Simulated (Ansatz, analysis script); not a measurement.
# Magnetovolume effects in Co

Wanted: energy and moment of Co against volume, with typed moments, small moments and no spin.

Calculated with Ansatz 0.2.0; r²SCAN, PAW set soft_2 (files made for PBE).

Report form: the programs' logs are mostly left out.

**1. The structure**

The structure is hexagonal, space group P6_3/mmc (No. 194). Conventional cell: a = 2.471 Å, b = 2.471 Å, c = 8.088 Å, α = 90.00°, β = 90.00°, γ = 120.00°. Nearest to Co lie 12 Co at 2.47 Å. Nearest to Co lie 12 Co at 2.47 Å.

As a file:

```cif
data_structure
_symmetry_space_group_name_H-M 'P6_3/mmc'
_symmetry_Int_Tables_number 194
_cell_length_a 2.4706
_cell_length_b 2.4706
_cell_length_c 8.0882
_cell_angle_alpha 90.000
_cell_angle_beta 90.000
_cell_angle_gamma 120.000
_cell_volume 42.75
loop_
_atom_site_label
_atom_site_type_symbol
_atom_site_symmetry_multiplicity
_atom_site_Wyckoff_symbol
_atom_site_fract_x
_atom_site_fract_y
_atom_site_fract_z
_atom_site_occupancy
Co1 Co 2 a 0.00000 0.00000 0.00000 1
Co2 Co 2 c 0.33333 0.66667 0.25000 1
```

The cell of this run holds 4 atoms, 4 of them with a starting moment; values «a cell» refer to the cell of the run in question.

**2. Starting state**

First a free collinear run, to see which state the typed moments lead to.

Contents of input.yaml:

```yaml
crystal:
  lattice:
    - [2.4705617809, 0.0, 0.0]
    - [-1.2352808905, 2.1395692639, 0.0]
    - [0.0, 0.0, 8.0882338]
  atoms:
    - { symbol: Co, position: [0.0, 0.0, 0.0], spin: 2.0 }
    - { symbol: Co, position: [0.33333333, 0.66666667, 0.25], spin: 2.0 }
    - { symbol: Co, position: [0.0, 0.0, 0.5], spin: 2.0 }
    - { symbol: Co, position: [0.66666667, 0.33333333, 0.75], spin: 2.0 }
magnetization:
  spin_polarized: true
kpoints:
  mp_grid: { grid: [15, 15, 4] }
hamiltonian:
  xc: r2scan
scf:
  occupations: { method: fermi_dirac, width: 0.1 }
  max_iter: 120
  convergence: { dr2_threshold: 1.0e-08 }
output:
  write_density: true
  write_potential: true
  elf: true
  volumetric_format: npy
```

On the command line:

```
ansatz run input.yaml --threads 4 --pin off --max-ram 8192MiB --backend cpu --events-out ev --progress --plain --runs-dir out
```

Elapsed: 39 s, on 4 threads of Arm Neoverse N1, shared host; peak memory 0.72 GiB; 2.5 min of CPU time.

Spin moment in the atom's sphere by atom:

```tsv
atom	spin moment in the atom's sphere (μB)
Co1	1.90
Co2	1.93
Co3	1.90
Co4	1.93
```

Tables count atoms from 1; parts of the log count from 0.

The run ends ferromagnetic, with a net moment of 7.16 μB a cell. Only this order was typed.

Spin density in the ac plane at fractional y = 0.000, with atoms of Co within 0.2 Å of it.

Ten even steps from '0' (0.0 e/Å³) to '9' (7.5 e/Å³), each cell a mean:
```
5310000000013
0000000000000
0000000000000
0000000000000
0000000000000
0000000000000
0000000000000
0000000000000
0000000000000
0000000000000
2200000000002
9620000000026
5410000000014
0000000000000
0000000000000
0000000000000
0000000000000
0000000000000
0000000000000
0000000000000
0000000000000
0000000000000
2200000000002
9620000000026
```
Columns run along a (2.5 Å), rows up along c (8.1 Å). Atoms in or near the plane, at fractional coordinates: Co at (0.00, 0.00), Co at (0.00, 0.50).

Valence density in the ac plane at fractional y = 0.000, with atoms of Co within 0.2 Å of it. It is the smooth field of the valence electrons, not physical close to the nuclei.

Ten steps, logarithmic in the rise over the least value, from '_' (0 e/Å³) to '@' (50 e/Å³), each cell a mean:
```
%%%%**==..________..==**%%
++==--..____________..--==
....____________________..
__________________________
__________........________
________..::::::::..______
________....::::....______
__________________________
__________________________
--::....____________....::
##**++--..________..--++**
@@@@##==::________::==##@@
%%%%**==..________..==**%%
====--..____________..--==
....____________________..
__________________________
__________........________
________..::::::::..______
________....::::....______
__________________________
__________________________
--::::..____________..::::
##**++--..________..--++**
@@@@##==::________::==##@@
```
Columns run along a (2.5 Å), rows up along c (8.1 Å). Atoms in or near the plane, at fractional coordinates: Co at (0.00, 0.00), Co at (0.00, 0.50).

ELF in the ac plane at fractional y = 0.000, with atoms of Co within 0.2 Å of it. It is the smooth field of the valence electrons, not physical close to the nuclei.

Ten even steps from '0' (0.14) to '9' (0.98), each cell a mean:
```
9862001100268
3210001100012
0000111111000
2221000000122
3210000000012
2210001100012
2210000000012
2221000000122
1111111111111
1100012210001
7641001100146
9973001100379
9862001100268
3210001100012
0000111111000
2221000000122
3210000000012
2210001100012
2210000000012
2221000000122
1111111111111
1100012210001
7641001100146
9973001100379
```
Columns run along a (2.5 Å), rows up along c (8.1 Å). Atoms in or near the plane, at fractional coordinates: Co at (0.00, 0.00), Co at (0.00, 0.50).

**3. Mesh refined**

Levels at the Fermi energy are partly filled, so moments and energy differences can hang on the k-mesh, and the state is solved again on a denser one.

input.yaml, the sections that differ from step 2:

```yaml
crystal:
  lattice:
    - [2.4705617809, 0.0, 0.0]
    - [-1.2352808905, 2.1395692639, 0.0]
    - [0.0, 0.0, 8.0882338]
  atoms:
    - { symbol: Co, position: [0.0, 0.0, 0.0], spin: 1.9 }
    - { symbol: Co, position: [0.33333333, 0.66666667, 0.25], spin: 1.93 }
    - { symbol: Co, position: [0.0, 0.0, 0.5], spin: 1.9 }
    - { symbol: Co, position: [0.66666667, 0.33333333, 0.75], spin: 1.93 }
kpoints:
  mp_grid: { grid: [18, 18, 5] }
basis:
  ecutwfc: 500.0
checkpoint:
  read: start
  write: ck
  compress: false
  write_wavefunctions: false
  write_every: 100000
# magnetization, hamiltonian, scf: as in step 2
# output: removed
```

The job ended after 23 s (4 threads; peak memory 0.78 GiB).

Spin moment in the atom's sphere by atom:

```tsv
atom	spin moment in the atom's sphere (μB)
Co1	1.90
Co2	1.93
Co3	1.90
Co4	1.93
```

The run ends ferromagnetic, with a net moment of 7.16 μB a cell, against 7.16 μB on the first mesh.

The cell's volume is scaled by the factor named; fractional positions stay, and energies count from the lowest run.

**4. Factor 0.8, typed moments**

Three starts at each size show whether high-spin, low-spin and non-magnetic states coexist. One mesh, built for the smallest cell, and one cutoff serve all sizes, so that energies can be subtracted.

input.yaml, the sections that differ from step 3:

```yaml
crystal:
  lattice:
    - [2.29346639, 0.0, 0.0]
    - [-1.1467332, 1.98620016, 0.0]
    - [0.0, 0.0, 7.50845114]
  atoms:
    - { symbol: Co, position: [0.0, 0.0, 0.0], spin: 2.0 }
    - { symbol: Co, position: [0.33333333, 0.66666667, 0.25], spin: 2.0 }
    - { symbol: Co, position: [0.0, 0.0, 0.5], spin: 2.0 }
    - { symbol: Co, position: [0.66666667, 0.33333333, 0.75], spin: 2.0 }
kpoints:
  mp_grid: { grid: [19, 19, 5] }
output:
  stress: true
# magnetization, hamiltonian, scf, basis: as in step 3
# checkpoint: removed
```

On the command line:

```
ansatz run input.yaml --threads 1 --pin off --max-ram 2048MiB --backend cpu --events-out ev --progress --plain --runs-dir out
```

It took 2.7 min on 1 thread; peak memory 0.7 GiB.

It ends ferromagnetic, with 1.72 μB on the largest site.

For the largest spin moment in the atom's sphere, step 2 gave 1.93 μB; this run, with k-mesh 19×19×5 and scale 0.8, gives 1.72 μB (-11 %).

**5. Factor 0.8, starting moments cut to 30 %**

The density is converged from the given moments; the state reached depends on that start.

input.yaml, the sections that differ from step 4:

```yaml
crystal:
  lattice:
    - [2.29346639, 0.0, 0.0]
    - [-1.1467332, 1.98620016, 0.0]
    - [0.0, 0.0, 7.50845114]
  atoms:
    - { symbol: Co, position: [0.0, 0.0, 0.0], spin: 0.6 }
    - { symbol: Co, position: [0.33333333, 0.66666667, 0.25], spin: 0.6 }
    - { symbol: Co, position: [0.0, 0.0, 0.5], spin: 0.6 }
    - { symbol: Co, position: [0.66666667, 0.33333333, 0.75], spin: 0.6 }
# magnetization, kpoints, hamiltonian, scf, basis, output: as in step 4
```

Elapsed: 2.5 min, on 1 thread; peak memory 0.69 GiB.

It ends ferromagnetic, with 1.72 μB on the largest site.

**6. Factor 0.9, typed moments**

input.yaml, the sections that differ from step 5:

```yaml
crystal:
  lattice:
    - [2.38530117, 0.0, 0.0]
    - [-1.19265059, 2.06573141, 0.0]
    - [0.0, 0.0, 7.80910387]
  atoms:
    - { symbol: Co, position: [0.0, 0.0, 0.0], spin: 2.0 }
    - { symbol: Co, position: [0.33333333, 0.66666667, 0.25], spin: 2.0 }
    - { symbol: Co, position: [0.0, 0.0, 0.5], spin: 2.0 }
    - { symbol: Co, position: [0.66666667, 0.33333333, 0.75], spin: 2.0 }
# magnetization, kpoints, hamiltonian, scf, basis, output: as in step 5
```

Run time: 2.9 min. Hardware: 1 thread; peak memory 0.73 GiB.

It ends ferromagnetic, with 1.83 μB on the largest site.

For the largest spin moment in the atom's sphere, step 4 gave 1.72 μB; this run, with scale 0.9, gives 1.83 μB (+6 %).

**7. Factor 1, typed moments**

input.yaml: that of step 6 with these lines changed.

```diff
@@ -2,5 +2,5 @@
   lattice:
-    - [2.38530117, 0.0, 0.0]
-    - [-1.19265059, 2.06573141, 0.0]
-    - [0.0, 0.0, 7.80910387]
+    - [2.47056178, 0.0, 0.0]
+    - [-1.23528089, 2.13956926, 0.0]
+    - [0.0, 0.0, 8.0882338]
   atoms:
```

It took 3.6 min on 1 thread; peak memory 0.78 GiB.

It ends ferromagnetic, with 1.93 μB on the largest site.

For the largest spin moment in the atom's sphere, step 4 gave 1.72 μB; this run, with scale 1, gives 1.93 μB (+12 %).

**8. Factor 1.1, typed moments**

input.yaml: that of step 7 with these lines changed.

```diff
@@ -2,5 +2,5 @@
   lattice:
-    - [2.47056178, 0.0, 0.0]
-    - [-1.23528089, 2.13956926, 0.0]
-    - [0.0, 0.0, 8.0882338]
+    - [2.5503118, 0.0, 0.0]
+    - [-1.2751559, 2.20863481, 0.0]
+    - [0.0, 0.0, 8.34932292]
   atoms:
```

Elapsed: 4.7 min, on 1 thread; peak memory 0.82 GiB.

It ends ferromagnetic, with 2.01 μB on the largest site.

Between step 4 and this run (scale 1.1) the value for the largest spin moment in the atom's sphere moves from 1.72 μB to 2.01 μB (+17 %).

**9. Factor 1.16, no spin**

input.yaml, the sections that differ from step 8:

```yaml
crystal:
  lattice:
    - [2.59586268, 0.0, 0.0]
    - [-1.29793134, 2.24808303, 0.0]
    - [0.0, 0.0, 8.4984494]
  atoms:
    - { symbol: Co, position: [0.0, 0.0, 0.0] }
    - { symbol: Co, position: [0.33333333, 0.66666667, 0.25] }
    - { symbol: Co, position: [0.0, 0.0, 0.5] }
    - { symbol: Co, position: [0.66666667, 0.33333333, 0.75] }
# kpoints, hamiltonian, scf, basis, output: as in step 8
# magnetization: removed
```

The job ended after 72 s (1 thread; peak memory 0.57 GiB).

This is the reference without moments at this size.

18 more runs differ from these in the same keys alone and are tabled below.

**10. Side runs that gave no result**

| changed | outcome |
| --- | --- |
| hamiltonian.pseudopotentials; scf.occupations.width; scf.occupations.method; crystal.symmetry | cut off at the time limit |
| magnetization | refused or stopped by the program |

**11. All sizes**

```tsv
factor	E typed (meV/atom)	E small	E no spin	largest moment, typed (μB)	small	state, typed	state, small
0.8	455.2	455.2	711.3	1.72	1.72	ferromagnetic	ferromagnetic
0.85	228.3	228.3	556.4	1.78	1.78	ferromagnetic	ferromagnetic
0.9	90.9	90.9	485.9	1.83	1.83	ferromagnetic	ferromagnetic
0.95	20.6	20.6	477.5	1.88	1.88	ferromagnetic	ferromagnetic
1	0.0	0.0	514.9	1.93	1.93	ferromagnetic	ferromagnetic
1.05	15.9	15.9	585.9	1.97	1.97	ferromagnetic	ferromagnetic
1.1	58.9	58.9	681.4	2.01	2.01	ferromagnetic	ferromagnetic
1.16	136.2	136.2	818.9	2.06	2.06	ferromagnetic	ferromagnetic
```

**12. Outcome**

- lowest run: factor 1, typed moments
- largest moment, typed start: 1.72 μB at 0.8 to 2.06 μB at 1.16
- gain by magnetism: 256.0 to 682.7 meV/atom

What this shows: From a factor of 0.8 to 1.16 the largest moment goes from 1.7 to 2.06 μB. The moment grows with the cell, as narrower bands favour. Site moments are taken in spheres that grow with the cell. Both magnetic starts, which share one pattern of signs, end on one state at every size; other orders were not tried. Without spin the lowest energy lies at 0.95, under the magnetic state's 1: moments expand the cell. The cell's shape and the atoms were not relaxed. The 24 scaled-cell runs took 63 min of wall time, added up.

[Logs and program files are shortened in this print: banners, set-up blocks, solver, clock and traceback lines can be left out without a mark of their own.]

[Logs are printed without paths, hosts, clocks, repeated set-up lines and the standing remarks that a program may print on its own settings, such as how far it seeks lower states.]

[Hosts, paths, dates, database ids (printed as entryN), source tags and the programs' standing remarks are cut or masked in the printed files.]

[Where the input sets lower_state_search to off, the program did not look for lower states, so one may exist.]
